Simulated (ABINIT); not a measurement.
# Converging GW for Ga2O3 (R-3c) in ABINIT, part 2 of 2

What does each rung of G0W0 on Ga2O3 (R-3c) cost, and what does it buy?

ABINIT 10.8.3; PBE and many-body steps on it, plane waves. Known limits of the many-body steps: not at the basis limit; no spin-orbit coupling; coarse k mesh.

So far. Step 3 (Screening, 2×2×2 mesh, 148 bands, screening to 68.6 eV): Local fields lower ε∞ by 2 %. On a Γ-centred mesh this coarse the value itself is usually too large, while a short band sum pulls it down. Step 4 (148 bands, 68.6 eV): The gap on the mesh goes from 2.96 eV to 4.20 eV, a correction of +1.24 eV.

## (6) 194 bands, 90.6 eV

This step: G0W0 on PBE, plane waves, norm-conserving pseudopotentials.

File run.abi:

```
acell 3*1.0 Angstrom
rprim 
  2.498699193881 1.442624652211 4.483549768500
  -2.498699193881 1.442624652211 4.483549768500
  0.000000000000 -2.885249304422 4.483549768500
ntypat 2
znucl 31 8
natom 10
typat 1 1 1 1 2 2 2 2 2 2
xred 
  0.855585580000 0.855585580000 0.855585580000
  0.644414420000 0.644414420000 0.644414420000
  0.144414420000 0.144414420000 0.144414420000
  0.355585580000 0.355585580000 0.355585580000
  0.750000000000 0.446832820000 0.053167180000
  0.446832820000 0.053167180000 0.750000000000
  0.053167180000 0.750000000000 0.446832820000
  0.250000000000 0.553167180000 0.946832820000
  0.946832820000 0.250000000000 0.553167180000
  0.553167180000 0.946832820000 0.250000000000
pp_dirpath "pseudos"
pseudos "Ga.upf, O.upf"
ecut 45
ngkpt 2 2 2
nshiftk 1
shiftk 0 0 0
kptopt 1
chksymbreak 0
istwfk *1
occopt 1
irdwfk 1
optdriver 4
nband 194
gwcalctyp 0
ecutsigx 45
symsigma 1
nkptgw 4
kptgw 
  0.5000000000 0.5000000000 0.0000000000
  0.0000000000 0.0000000000 0.0000000000
  0.5000000000 0.0000000000 0.0000000000
  0.5000000000 0.5000000000 0.5000000000
bdgw 
  59 62
  59 62
  59 62
  57 62
ecuteps 3.33
irdscr 1
ppmodel 1
indata_prefix "in"
outdata_prefix "out"
tmpdata_prefix "tmp"
```

Started as:

```
OMP_NUM_THREADS=1 mpirun -n 4 abinit run.abi > log
```

Numbers of over 12 decimals in the logs are rounded to 6 here.

The program printed:

```text
.Version 10.8.3 of ABINIT. v10.8.2 released Aug 2026.

 Symmetries : space group R-3 c (#167); Bravais hR (rhombohedral)
[... echo of the input left out ...]
== DATASET  1 ==================================================================
-   mpi_nproc: 4, omp_nthreads: 1 (-1 if OMP is not activated)

--- !DatasetInfo
iteration_state: {dtset: 1, }
dimensions: {natom: 10, nkpt: 4, mband: 194, nsppol: 1, nspinor: 1, nspden: 1, mpw: 9454, }
cutoff_energies: {ecut:  45.0, pawecutdg:  -1.0, }
electrons: {nelect:   1.20000000E+02, charge:   0.00000000E+00, occopt:   1.00000000E+00, tsmear:   1.00000000E-02, }

 SIGMA: Calculation of the GW corrections

 Based on a program developped by R.W. Godby, V. Olevano, G. Onida, and L. Reining.
 Incorporated in ABINIT by V. Olevano, G.-M. Rignanese, and M. Torrent.
.Using double precision arithmetic ; gwpc =  8

[... cell and pseudopotentials left out ...]
--------------------------------------------------------------------------------

 ==== K-mesh for the wavefunctions ====
 Number of points in the irreducible wedge :     4
[... list of points left out ...]
 Together with 12 symmetry operations and time-reversal symmetry
 yields     8 points in the full Brillouin Zone.

 ==== Q-mesh for screening function ====
 Number of points in the irreducible wedge :     4
[... list of points left out ...]
 Together with 12 symmetry operations and time-reversal symmetry
 yields     8 points in the full Brillouin Zone.

 vcoul_init : cutoff-mode = AUXILIARY_FUNCTION
 q-points for optical limit:   1
     1)      0.000010    0.000020    0.000030
 setmesh: FFT mesh size selected  =    64x   64x   64
          total number of points  =       262144

 Number of electrons calculated from density =  120.0000; Expected =  120.0000
[...]
59   5.594 -21.402 -26.059   4.602   0.809  -0.236 -21.446  -0.044   5.549
       60   5.701 -21.146 -25.902   4.672   0.808  -0.237 -21.214  -0.067   5.634
       61  12.381 -18.003 -12.365  -3.506   0.840  -0.190 -16.213   1.791  14.171
[...]
--- !SelfEnergy_ee
iteration_state: {dtset: 1, }
kpoint     : [   0.000,    0.000,    0.000, ]
spin       : 1
KS_gap     :    3.066
QP_gap     :    4.250
Delta_QP_KS:    1.184
data: !SigmaeeData |
     Band     E0 <VxcDFT>   SigX SigC(E0)      Z dSigC/dE  Sig(E)    E-E0       E
[...]
--- !SelfEnergy_ee
iteration_state: {dtset: 1, }
kpoint     : [   0.500,    0.000,    0.000, ]
spin       : 1
KS_gap     :    6.550
QP_gap     :    8.353
Delta_QP_KS:    1.803
data: !SigmaeeData |
     Band     E0 <VxcDFT>   SigX SigC(E0)      Z dSigC/dE  Sig(E)    E-E0       E
[...]
--- !SelfEnergy_ee
iteration_state: {dtset: 1, }
kpoint     : [   0.500,    0.500,    0.500, ]
spin       : 1
KS_gap     :    6.157
QP_gap     :    7.874
Delta_QP_KS:    1.718
data: !SigmaeeData |
     Band     E0 <VxcDFT>   SigX SigC(E0)      Z dSigC/dE  Sig(E)    E-E0       E
[...]
61  11.702 -17.452 -12.188  -3.316   0.841  -0.189 -15.813   1.639  13.341
       62  11.702 -17.452 -12.188  -3.316   0.841  -0.189 -15.813   1.639  13.341

 New Fermi energy :        2.835275E-01 Ha ,    7.715176E+00 eV

 === QP Band Gaps ===
  >>>> For spin  1
   Minimum direct gap =   4.2498 [eV], located at k-point      :   0.0000  0.0000  0.0000
   Fundamental gap    =   4.1632 [eV], Top of valence bands at :   0.5000  0.5000  0.0000
                                       Bottom of conduction at :   0.0000  0.0000  0.0000

== END DATASET(S) ==============================================================
================================================================================

 -outvars: echo values of variables after computation  --------
           etotal      0.0000000000E+00
            nband         194
             nkpt           4
          spgroup         167
 [... the other variables as echoed above ...]

 Calculation completed.
```

Run time: 17 s. Hardware: 4 MPI ranks of Arm Neoverse V1, shared host; peak memory 1.8 GiB; 68 s of CPU time.

Numbers from this step:

```yaml
g0w0_gap_on_the_mesh: 4.163 eV
starting_gap_on_the_mesh: 2.963 eV
k_of_the_valence_top: 0.5, 0.5, 0
k_of_the_conduction_bottom: 0, 0, 0
z_at_the_valence_top: 0.808
z_at_the_conduction_bottom: 0.851
least_direct_g0w0_gap_on_the_computed_points: 4.250 eV
```

Against G0W0 in ABINIT (2×2×2 mesh, 148 bands, screening to 68.6 eV, Godby-Needs plasmon pole), the gap moves by −0.041 eV.

## (7) Screening, 2×2×2 mesh, 267 bands, screening to 120.8 eV

This step: RPA screening on PBE, plane waves, norm-conserving pseudopotentials.

Edit run.abi of step 6 so:

```diff
@@ -31,21 +31,8 @@
 irdwfk 1
-optdriver 4
-nband 194
-gwcalctyp 0
-ecutsigx 45
-symsigma 1
-nkptgw 4
-kptgw 
-  0.5000000000 0.5000000000 0.0000000000
-  0.0000000000 0.0000000000 0.0000000000
-  0.5000000000 0.0000000000 0.0000000000
-  0.5000000000 0.5000000000 0.5000000000
-bdgw 
-  59 62
-  59 62
-  59 62
-  57 62
-ecuteps 3.33
-irdscr 1
-ppmodel 1
+optdriver 3
+nband 267
+ecuteps 4.44
+inclvkb 2
+awtr 1
+symchi 1
 indata_prefix "in"
```

The program printed:

```text
.Version 10.8.3 of ABINIT. v10.8.2 released Aug 2026.

 Symmetries : space group R-3 c (#167); Bravais hR (rhombohedral)
[... echo of the input left out ...]
== DATASET  1 ==================================================================
-   mpi_nproc: 4, omp_nthreads: 1 (-1 if OMP is not activated)

--- !DatasetInfo
iteration_state: {dtset: 1, }
dimensions: {natom: 10, nkpt: 4, mband: 267, nsppol: 1, nspinor: 1, nspden: 1, mpw: 9454, }
cutoff_energies: {ecut:  45.0, pawecutdg:  -1.0, }
[...]
--------------------------------------------------------------------------------
[... chi0 elements left out ...]
 For q-point:  0.000010 0.000020 0.000030
  dielectric constant =   4.9122
  dielectric constant without local fields =   5.1298

  Average fulfillment of the sum rule on Im[epsilon] for q-point    1 :     44.32  [%]
[... wings left out ...]
  q-point number  2        q = ( 0.500000, 0.000000, 0.000000) [r.l.u.]
--------------------------------------------------------------------------------
[... chi0 elements left out ...]
  Average fulfillment of the sum rule on Im[epsilon] for q-point    2 :     47.37  [%]

 [... 2 further q-points ...]
```

Wall time 3.7 min (4 MPI ranks); peak memory 2.7 GiB; 15 min of CPU time.

Numbers from this step:

| Property | Result |
| --- | --- |
| ε∞ with local fields, on this mesh, along the program's q direction | 4.912 |
| the same without local fields | 5.130 |
| plasma frequency | 41.31 eV |
| plane waves in the screening matrix | 297 |

## (8) 267 bands, 120.8 eV

This step: G0W0 on PBE, plane waves, norm-conserving pseudopotentials.

Edit run.abi of step 7 so:

```diff
@@ -31,8 +31,21 @@
 irdwfk 1
-optdriver 3
+optdriver 4
 nband 267
+gwcalctyp 0
+ecutsigx 45
+symsigma 1
+nkptgw 4
+kptgw 
+  0.5000000000 0.5000000000 0.0000000000
+  0.0000000000 0.0000000000 0.0000000000
+  0.5000000000 0.0000000000 0.0000000000
+  0.5000000000 0.5000000000 0.5000000000
+bdgw 
+  59 62
+  59 62
+  59 62
+  57 62
 ecuteps 4.44
-inclvkb 2
-awtr 1
-symchi 1
+irdscr 1
+ppmodel 1
 indata_prefix "in"
```

The program printed:

```text
.Version 10.8.3 of ABINIT. v10.8.2 released Aug 2026.

 Symmetries : space group R-3 c (#167); Bravais hR (rhombohedral)
[... echo of the input left out ...]
== DATASET  1 ==================================================================
-   mpi_nproc: 4, omp_nthreads: 1 (-1 if OMP is not activated)

--- !DatasetInfo
iteration_state: {dtset: 1, }
dimensions: {natom: 10, nkpt: 4, mband: 267, nsppol: 1, nspinor: 1, nspden: 1, mpw: 9454, }
cutoff_energies: {ecut:  45.0, pawecutdg:  -1.0, }
[...]
Minimum direct gap =   4.3332 [eV], located at k-point      :   0.0000  0.0000  0.0000
   Fundamental gap    =   4.2322 [eV], Top of valence bands at :   0.5000  0.5000  0.0000
                                       Bottom of conduction at :   0.0000  0.0000  0.0000

== END DATASET(S) ==============================================================
================================================================================

 -outvars: echo values of variables after computation  --------
           etotal      0.0000000000E+00
            nband         267
             nkpt           4
          spgroup         167
 [... the other variables as echoed above ...]

 Calculation completed.
```

The job ended after 37 s (4 MPI ranks; peak memory 2 GiB).

Numbers from this step:

```yaml
g0w0_gap_on_the_mesh: 4.233 eV
starting_gap_on_the_mesh: 2.963 eV
k_of_the_valence_top: 0.5, 0.5, 0
k_of_the_conduction_bottom: 0, 0, 0
least_direct_g0w0_gap_on_the_computed_points: 4.334 eV
```

Against G0W0 in ABINIT (2×2×2 mesh, 194 bands, screening to 90.6 eV, Godby-Needs plasmon pole), the gap moves by +0.070 eV.

## (9) Screening, 2×2×2 mesh, 366 bands, screening to 157 eV

This step: RPA screening on PBE, plane waves, norm-conserving pseudopotentials.

Edit run.abi of step 8 so:

```diff
@@ -31,21 +31,8 @@
 irdwfk 1
-optdriver 4
-nband 267
-gwcalctyp 0
-ecutsigx 45
-symsigma 1
-nkptgw 4
-kptgw 
-  0.5000000000 0.5000000000 0.0000000000
-  0.0000000000 0.0000000000 0.0000000000
-  0.5000000000 0.0000000000 0.0000000000
-  0.5000000000 0.5000000000 0.5000000000
-bdgw 
-  59 62
-  59 62
-  59 62
-  57 62
-ecuteps 4.44
-irdscr 1
-ppmodel 1
+optdriver 3
+nband 366
+ecuteps 5.77
+inclvkb 2
+awtr 1
+symchi 1
 indata_prefix "in"
```

The program printed:

```text
.Version 10.8.3 of ABINIT. v10.8.2 released Aug 2026.

 Symmetries : space group R-3 c (#167); Bravais hR (rhombohedral)
[... echo of the input left out ...]
== DATASET  1 ==================================================================
-   mpi_nproc: 4, omp_nthreads: 1 (-1 if OMP is not activated)

--- !DatasetInfo
iteration_state: {dtset: 1, }
dimensions: {natom: 10, nkpt: 4, mband: 366, nsppol: 1, nspinor: 1, nspden: 1, mpw: 9454, }
cutoff_energies: {ecut:  45.0, pawecutdg:  -1.0, }
[...]
--------------------------------------------------------------------------------
[... chi0 elements left out ...]
 For q-point:  0.000010 0.000020 0.000030
  dielectric constant =   4.9141
  dielectric constant without local fields =   5.1408

  Average fulfillment of the sum rule on Im[epsilon] for q-point    1 :     53.03  [%]
[... wings left out ...]
  q-point number  2        q = ( 0.500000, 0.000000, 0.000000) [r.l.u.]
--------------------------------------------------------------------------------
[... chi0 elements left out ...]
  Average fulfillment of the sum rule on Im[epsilon] for q-point    2 :     55.93  [%]

 [... 2 further q-points ...]
```

Elapsed: 7.6 min, on 4 MPI ranks; peak memory 4.7 GiB; 30 min of CPU time.

This step gave:

| Quantity | Value |
| --- | --- |
| ε∞ with local fields, on this mesh, along the program's q direction | 4.914 |
| the same without local fields | 5.141 |
| plasma frequency | 41.31 eV |
| plane waves in the screening matrix | 441 |

## (10) 366 bands, 157 eV

This step: G0W0 on PBE, plane waves, norm-conserving pseudopotentials.

Edit run.abi of step 9 so:

```diff
@@ -31,8 +31,21 @@
 irdwfk 1
-optdriver 3
+optdriver 4
 nband 366
+gwcalctyp 0
+ecutsigx 45
+symsigma 1
+nkptgw 4
+kptgw 
+  0.5000000000 0.5000000000 0.0000000000
+  0.0000000000 0.0000000000 0.0000000000
+  0.5000000000 0.0000000000 0.0000000000
+  0.5000000000 0.5000000000 0.5000000000
+bdgw 
+  59 62
+  59 62
+  59 62
+  57 62
 ecuteps 5.77
-inclvkb 2
-awtr 1
-symchi 1
+irdscr 1
+ppmodel 1
 indata_prefix "in"
```

The program printed:

```text
.Version 10.8.3 of ABINIT. v10.8.2 released Aug 2026.

 Symmetries : space group R-3 c (#167); Bravais hR (rhombohedral)
[... echo of the input left out ...]
== DATASET  1 ==================================================================
-   mpi_nproc: 4, omp_nthreads: 1 (-1 if OMP is not activated)

--- !DatasetInfo
iteration_state: {dtset: 1, }
dimensions: {natom: 10, nkpt: 4, mband: 366, nsppol: 1, nspinor: 1, nspden: 1, mpw: 9454, }
cutoff_energies: {ecut:  45.0, pawecutdg:  -1.0, }
[...]
Minimum direct gap =   4.3711 [eV], located at k-point      :   0.0000  0.0000  0.0000
   Fundamental gap    =   4.2696 [eV], Top of valence bands at :   0.5000  0.5000  0.0000
                                       Bottom of conduction at :   0.0000  0.0000  0.0000

== END DATASET(S) ==============================================================
================================================================================

 -outvars: echo values of variables after computation  --------
           etotal      0.0000000000E+00
            nband         366
             nkpt           4
          spgroup         167
 [... the other variables as echoed above ...]

 Calculation completed.
```

It took 93 s on 4 MPI ranks; peak memory 3.4 GiB; 6.2 min of CPU time.

Numbers from this step:

| Quantity | Value |
| --- | --- |
| G0W0 gap on the mesh | 4.269 eV |
| starting gap on the mesh | 2.963 eV |
| k of the valence top | 0.5, 0.5, 0 |
| k of the conduction bottom | 0, 0, 0 |
| least direct G0W0 gap on the computed points | 4.371 eV |

Against G0W0 in ABINIT (2×2×2 mesh, 267 bands, screening to 120.8 eV, Godby-Needs plasmon pole), the gap moves by +0.036 eV.

## (11) Screening, 2×2×2 mesh, 505 bands, screening to 201.4 eV

This step: RPA screening on PBE, plane waves, norm-conserving pseudopotentials.

Edit run.abi of step 10 so:

```diff
@@ -31,21 +31,8 @@
 irdwfk 1
-optdriver 4
-nband 366
-gwcalctyp 0
-ecutsigx 45
-symsigma 1
-nkptgw 4
-kptgw 
-  0.5000000000 0.5000000000 0.0000000000
-  0.0000000000 0.0000000000 0.0000000000
-  0.5000000000 0.0000000000 0.0000000000
-  0.5000000000 0.5000000000 0.5000000000
-bdgw 
-  59 62
-  59 62
-  59 62
-  57 62
-ecuteps 5.77
-irdscr 1
-ppmodel 1
+optdriver 3
+nband 505
+ecuteps 7.4
+inclvkb 2
+awtr 1
+symchi 1
 indata_prefix "in"
```

The program printed:

```text
.Version 10.8.3 of ABINIT. v10.8.2 released Aug 2026.

 Symmetries : space group R-3 c (#167); Bravais hR (rhombohedral)
[... echo of the input left out ...]
== DATASET  1 ==================================================================
-   mpi_nproc: 4, omp_nthreads: 1 (-1 if OMP is not activated)

--- !DatasetInfo
iteration_state: {dtset: 1, }
dimensions: {natom: 10, nkpt: 4, mband: 505, nsppol: 1, nspinor: 1, nspden: 1, mpw: 9454, }
cutoff_energies: {ecut:  45.0, pawecutdg:  -1.0, }
[...]
--------------------------------------------------------------------------------
[... chi0 elements left out ...]
 For q-point:  0.000010 0.000020 0.000030
  dielectric constant =   4.8963
  dielectric constant without local fields =   5.1476

  Average fulfillment of the sum rule on Im[epsilon] for q-point    1 :     61.79  [%]
[... wings left out ...]
  q-point number  2        q = ( 0.500000, 0.000000, 0.000000) [r.l.u.]
--------------------------------------------------------------------------------
[... chi0 elements left out ...]
  Average fulfillment of the sum rule on Im[epsilon] for q-point    2 :     64.48  [%]

 [... 2 further q-points ...]
```

Wall time 12 min (4 MPI ranks); peak memory 5.7 GiB; 48 min of CPU time.

This step gave:

* ε∞ with local fields, on this mesh, along the program's q direction: 4.896
* the same without local fields: 5.148
* plasma frequency: 41.31 eV
* plane waves in the screening matrix: 629

## (12) 505 bands, 201.4 eV

This step: G0W0 on PBE, plane waves, norm-conserving pseudopotentials.

Edit run.abi of step 11 so:

```diff
@@ -31,8 +31,21 @@
 irdwfk 1
-optdriver 3
+optdriver 4
 nband 505
+gwcalctyp 0
+ecutsigx 45
+symsigma 1
+nkptgw 4
+kptgw 
+  0.5000000000 0.5000000000 0.0000000000
+  0.0000000000 0.0000000000 0.0000000000
+  0.5000000000 0.0000000000 0.0000000000
+  0.5000000000 0.5000000000 0.5000000000
+bdgw 
+  59 62
+  59 62
+  59 62
+  57 62
 ecuteps 7.4
-inclvkb 2
-awtr 1
-symchi 1
+irdscr 1
+ppmodel 1
 indata_prefix "in"
```

The program printed:

```text
.Version 10.8.3 of ABINIT. v10.8.2 released Aug 2026.

 Symmetries : space group R-3 c (#167); Bravais hR (rhombohedral)
[... echo of the input left out ...]
== DATASET  1 ==================================================================
-   mpi_nproc: 4, omp_nthreads: 1 (-1 if OMP is not activated)

--- !DatasetInfo
iteration_state: {dtset: 1, }
dimensions: {natom: 10, nkpt: 4, mband: 505, nsppol: 1, nspinor: 1, nspden: 1, mpw: 9454, }
cutoff_energies: {ecut:  45.0, pawecutdg:  -1.0, }
[...]
Minimum direct gap =   4.4071 [eV], located at k-point      :   0.0000  0.0000  0.0000
   Fundamental gap    =   4.3047 [eV], Top of valence bands at :   0.5000  0.5000  0.0000
                                       Bottom of conduction at :   0.0000  0.0000  0.0000

== END DATASET(S) ==============================================================
================================================================================

 -outvars: echo values of variables after computation  --------
           etotal      0.0000000000E+00
            nband         505
             nkpt           4
          spgroup         167
 [... the other variables as echoed above ...]

 Calculation completed.
```

Elapsed: 3.8 min, on 4 MPI ranks; peak memory 4.6 GiB; 15 min of CPU time.

This step gave:

| Property | Result |
| --- | --- |
| G0W0 gap on the mesh | 4.304 eV |
| starting gap on the mesh | 2.963 eV |
| k of the valence top | 0.5, 0.5, 0 |
| k of the conduction bottom | 0, 0, 0 |
| least direct G0W0 gap on the computed points | 4.407 eV |

Against G0W0 in ABINIT (2×2×2 mesh, 366 bands, screening to 157 eV, Godby-Needs plasmon pole), the gap moves by +0.035 eV.

## (13) Side by side

Times are wall times on 4 MPI ranks of Arm Neoverse V1, shared host, good to a factor of about two. A run's time includes the screening step that it read.

| run | mesh | bands | screening cutoff (eV) | DFT gap (eV) | gap on the mesh (eV) | direct (eV) | ε∞ used | time |
| --- | --- | --- | --- | --- | --- | --- | --- | --- |
| 148 bands, 68.6 eV | 2×2×2 | 148 | 68.6 | 2.963 | 4.204 | 4.287 | 4.98 | 1.8 min |
| 194 bands, 90.6 eV | 2×2×2 | 194 | 90.6 | 2.963 | 4.163 | 4.250 | 4.99 | 2.5 min |
| 267 bands, 120.8 eV | 2×2×2 | 267 | 120.8 | 2.963 | 4.233 | 4.334 | 4.91 | 4.3 min |
| 366 bands, 157 eV | 2×2×2 | 366 | 157 | 2.963 | 4.269 | 4.371 | 4.91 | 9.2 min |
| 505 bands, 201.4 eV | 2×2×2 | 505 | 201.4 | 2.963 | 4.304 | 4.407 | 4.90 | 16 min |

## (14) Summary of results

* 148 bands, 68.6 eV: 4.204 eV
* 194 bands, 90.6 eV: 4.163 eV
* 267 bands, 120.8 eV: 4.233 eV
* 366 bands, 157 eV: 4.269 eV
* 505 bands, 201.4 eV: 4.304 eV
* known limits: not at the basis limit; no spin-orbit coupling; coarse k mesh

In words: From the first rung to the last the gap moves by +0.10 eV for 9.0 times the time. A denser mesh or path gives a starting gap of 2.82 eV: the GW mesh misses a band edge, so its gaps are not the fundamental one. The 2×2×2 mesh is coarse for this cell, which bears on the long-range parts of exchange and screening. The many-body steps are scalar-relativistic: spin-orbit coupling is not in them.

[Paths, hosts, dates, memory and timing lines, banners, echoed tables and standing remarks are left out of the program output.]

[Logs are printed without paths, hosts, clocks, repeated set-up lines and the standing remarks that a program may print on its own settings, such as how far it seeks lower states.]

[Runs of the session that timed out or met a known fault of the program may be left out.]

[Hosts, paths, dates, database ids (printed as entryN), source tags and the programs' standing remarks are cut or masked in the printed files.]

[G0W0 gaps are taken among the corrected bands and points alone; a level outside them can change the order at an edge.]

[Where Ansatz stands beside ABINIT at settings called matched, ABINIT's density can come from a denser mesh and the files from another edition; pairs whose starting gaps differed by over 0.03 eV were left out, so agreement reads better than it is.]
